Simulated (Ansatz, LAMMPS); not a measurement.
# Relaxing glassy 69SiO2-19Al2O3-6SrO-6Li2O (mol %) (106 atoms), part 4 of 4

Wanted: the relaxed structure of glassy 69SiO2-19Al2O3-6SrO-6Li2O (mol %) (106 atoms) and its electronic structure.

Ansatz 0.2.0; Kohn-Sham DFT, RPBE, PAW (set soft_2), plane waves.

The cell: 22 Si, 12 Al, 2 Sr, 4 Li and 66 O. The quench rate of 50 K/ps is many orders above laboratory rates. The network of bonds at the start is that of the classical potential that made the cell. Only the Γ point is sampled, in a cell whose shortest periodic width is 11 Å.

So far, density (g/cm³): step 5 (distances and neighbours after relaxation) 2.43.

### Step 6. Single point at the relaxed geometry (continued)

Valence density in the ab plane at fractional z = 0.146, with atoms of Si and Al and Li and O within 0.2 Å of it. It is the smooth field of the valence electrons, not physical close to the nuclei.

Ten steps, logarithmic in the rise over the least value, from '_' (0.0 e/Å³) to '@' (6.1 e/Å³), each cell a mean:
```
----::..::--++++++==--::::--::..__________::==**##**==--::::----
........::--++++++==------==--::________....::--==--::..........
..........::----------++****++--..__....::::::......____________
..::..............::==**@@@@%%++::..::--====--..______________..
::::::..__________..--**@@@@%%++::..::==++++--..______________..
..::......______....::==****++--......------::..______________..
::::::........::::..::::----::..______........________________..
++++==--::::------::::::----::..________________............::--
%%%%##==::::------::::==++**++--..____________....::::::::::==**
@@@@%%++::::::::::..--++%%@@%%++::..__________....::::....--++%%
%%%%**--::--::......::++##%%##++::..____________..::::....::==**
====--::**%%**::....::--++**++==::....__________..::----::::::--
..::::::++##++::::------====----------::..____..::--++++==--....
--======::::::--++####**==--::--++++++==::..__..::==****++--::::
**%%%%##==::::==##@@@@%%++==--==++****++--::::::::==++**++------
##@@@@%%++----==##@@@@##++--::--========--**@@##::::----------==
++####**==::..--++**++==::......::::::::::##@@##::..::--------==
--------::......::::::....________________::--::..--++####++==--
........::::::::::..____________________________::==%%@@@@##==::
______..::--==--::..____________________________::==##@@@@##==::
....__..::------::..____________________________..--++****++--::
--::........::..................____________..::------------====
++==::..__..........::------::::..________..--++****++--::--++**
++==::....::------------====--::..________::++##%%##**==--==++++
```
Columns run along a (11.5 Å), rows up along b (11.5 Å). Atoms in or near the plane, at fractional coordinates: Si at (0.44, 0.43), Si at (0.88, 0.06), Si at (0.35, 0.96), Al at (0.19, 0.27), Al at (0.87, 0.57), Li at (0.70, 0.32), O at (0.41, 0.82), O at (0.06, 0.35), O at (0.31, 0.37), O at (0.86, 0.21), O at (0.02, 0.60).

Mean intrinsic-atomic-orbital charges: Al +1.35, Li +0.85, O -0.93, Si +1.74, Sr +1.86 e.

A closer look about O59, which has 4 bonded neighbours where the commonest count for O is 2: 13 atoms, nearest first, numbered in the order of the input, with positions taken from that point.

```csv
atom,x,y,z,distance (Å),bonds,intrinsic-atomic-orbital charge (e)
O59,0.00,0.00,0.00,0.00,4,-1.02
Si1,0.61,0.01,1.54,1.65,4,1.68
Al25,-1.77,-0.32,-0.26,1.82,4,1.35
Li37,1.17,-1.37,-0.90,2.01,4,0.82
O74,0.51,1.56,2.03,2.61,2,-0.88
O50,2.16,-0.46,1.52,2.68,3,-0.98
O103,-0.09,-1.19,2.41,2.69,3,-0.91
O69,-1.67,-0.52,-2.09,2.72,3,-0.91
Sr36,0.97,2.14,-1.46,2.77,6,1.86
O43,-2.57,0.90,0.69,2.81,2,-0.92
O67,2.75,0.29,-1.06,2.96,4,-1.09
O62,-2.38,-1.86,0.24,3.03,2,-0.93
O41,-0.02,-2.64,-1.72,3.15,3,-1.12
```

The column of bonds counts only the pairs O-Si within 2.12 Å, O-Al within 2.19 Å, O-Li within 2.58 Å, O-Sr within 3.05 Å; other neighbours, such as metal atoms beside each other in a compound, aren't counted, and periodic images can show an atom twice.

### Step 7. With basis.xc_grid = 3 and scf.n_extra_bands = 1

Changed here: basis.xc_grid = 3 and scf.n_extra_bands = 1.

input.yaml

```yaml
crystal:
  lattice:
    - [11.4504, 0.0, 0.0]
    - [0.0, 11.4504, 0.0]
    - [0.0, 0.0, 11.4504]
  atoms:
    [... the 106 atom lines of step 3 ...]
kpoints:
  mp_grid: { grid: [1, 1, 1] }
hamiltonian:
  xc: rpbe
scf:
  occupations: { method: fermi_dirac, width: 0.05 }
  n_extra_bands: 1
output:
  forces: true
  stress: true
  populations: intrinsic
  dos:
    method: { smearing: { sigma: 0.1 } }
    de: 0.1
    projected: { site_lists: { Al: [Al], Li: [Li], O: [O], Si: [Si], Sr: [Sr] } }
  eigenvalues: true
basis:
  xc_grid: 3
```

Launch:

```bash
> ansatz run input.yaml --threads 4 --pin off --max-ram 8192MiB --backend cpu --events-out ev --progress --plain --runs-dir out
```

Numbers of over 12 decimals in the logs are rounded to 6 here.

What it wrote:

```text
[...]
Crystal: 106 atoms, lattice volume = 1501.281 Å³
Basis set: ecut = 420 eV, 29423 PW (Γ), exchange–correlation on 240×240×240 points (27 copies of the dense FFT grid, shifted against one another)
Bands: 277, of which v1, the nominal top of the filled ones, is band 276 counted from 1 (275 counted from 0)
Symmetry: 1 space group operations
[...]
k-points: 1
[...]
SCF iter   1: F=—  HF=-66148.466780 eV  |F-HF|=—  |Δ(HF+E_count)|=         —  Δρ=3.95e-3  dr2=3.18e-1  ethr=1.77e-3  ⟨swp⟩=8.0  Hψ=1635  notcnv=0
[...]
SCF iter   9: F=—  HF=-66148.415913 eV  |F-HF|=—  |Δ(HF+E_count)|=   1.05e-6  Δρ=2.83e-6  dr2=2.08e-7  ethr=4.64e-10  ⟨swp⟩=2.0  Hψ=501  notcnv=0
SCF iter  10: F=-66148.415913 eV  HF=-66148.415913 eV  |F-HF|=1.01e-7  |Δ(HF+E_count)|=   2.05e-7  Δρ=2.40e-6  dr2=7.80e-8  ethr=1.81e-11  ⟨swp⟩=6.0  Hψ=1218  notcnv=0
SCF 1 converged in 10 iterations: F = -66148.415913 eV  dr2 = 7.80e-8
[...]
SCF converged after 10 iterations
Free energy (F): -66148.415913 eV
[...]
Internal energy: -66148.415913 eV  (E = F + TS)
E sigma→0 (E₀):  -66148.415913 eV
Fermi energy:    5.088432 eV
[...]
Σ components = -66148.415913   (vs F -66148.415913, Δ=0.00e0)
--- Forces (eV/Å), atoms counted from 1 ---
  atom   1  Si    -1.11128179     1.15970197     0.39184623
  atom   2  Si    -1.32333818     1.34555427    -2.70209539
  atom   3  Si     0.11423207     0.88791785     1.05228589
  atom   4  Si     2.39014465    -1.23698548    -2.02822280
[...]
atom 106  O      0.88051263     3.12814177     0.81783073
  max |Σ_I F_I| component: 1.27e-4 eV/Å
--- Stress (GPa, compression-positive) ---
        8.909563      -0.073272      -1.084933
       -0.073272       7.096578      -0.832591
       -1.084933      -0.832599       9.918391
  P = ⅓ Tr σ = 8.6415 GPa (86.415 kbar)
--- Band table (eV) ---
[...]
--- intrinsic populations: 106 sites ---
  site symbol       q [e]
     0     Si      2.2940
     1     Si      2.1759
     2     Si      2.2422
[...]
105      O      7.0522
  spilling = 0.000000 (of n_electrons = 552.000000)
```

Elapsed: 20 s, on 4 threads of Arm Neoverse V2, shared host; peak memory 2 GiB; 75 s of CPU time.

Geometry and reference: those of the single point at the start.

Forces differ from those of the single point at the start by 0.028 meV/Å r.m.s., 0.0021 % of their size. It took 0.87 times the reference's time (shared host, so rough).

### Step 8. Results

| Quantity | Value |
| --- | --- |
| energy change in the relaxation | -88.43 meV/atom |
| r.m.s. displacement | 0.307 Å |
| largest displacement | 1.149 Å |
| free energy per atom | -624.1301 eV/atom |
| pressure | 1.62 GPa |
| r.m.s. force component | 0.0067 eV/Å |
| gap (highest filled to lowest empty level) | 3.549 eV |
| wall time of the 4 DFT runs | 6.8 min |

Relaxation lowers the energy by 88.4 meV/atom and moves atoms by 0.31 Å r.m.s.; the r.m.s. force component goes from 1.3 to 0.0067 eV/Å, the pressure goes from 8.6 to 1.6 GPa, and the gap from 3.11 to 3.55 eV. By the final cutoffs 0 of 158 bonded pairs parted and 6 joined. From the first step to the last the energy fell by 9.374 eV, and the largest move was 1.15 Å (Li38). The O-Al bonds go from 1.758 Å (spread 0.082) to 1.801 Å (spread 0.086), and their number from 48 to 49. With the cutoffs above, 92 % of Al atoms have 4, 75 % of Li atoms have 4, 56 % of O atoms have 2 and all Si atoms have 4 bonded neighbours. 86 % of the oxygens bridge two formers (Si and Al) and 3 % are non-bridging; 11 % join three. Between filled and empty levels lie 3.55 eV (at Γ alone); a semilocal functional tends to put such gaps too low. In a disordered cell it changes from sample to sample, and tail or defect levels can set it.

Caveats: The network of bonds at the start is that of the classical potential that made the cell; in DFT 0 of its 158 bonded pairs passed out of the cutoffs and 6 came within them. The pressure of 1.6 GPa means that a free cell would grow at this level.

[Logs are printed without paths, hosts, clocks, repeated set-up lines and the standing remarks that a program may print on its own settings, such as how far it seeks lower states.]

[Hosts, paths, dates, database ids (printed as entryN), source tags and the programs' standing remarks are cut or masked in the printed files.]
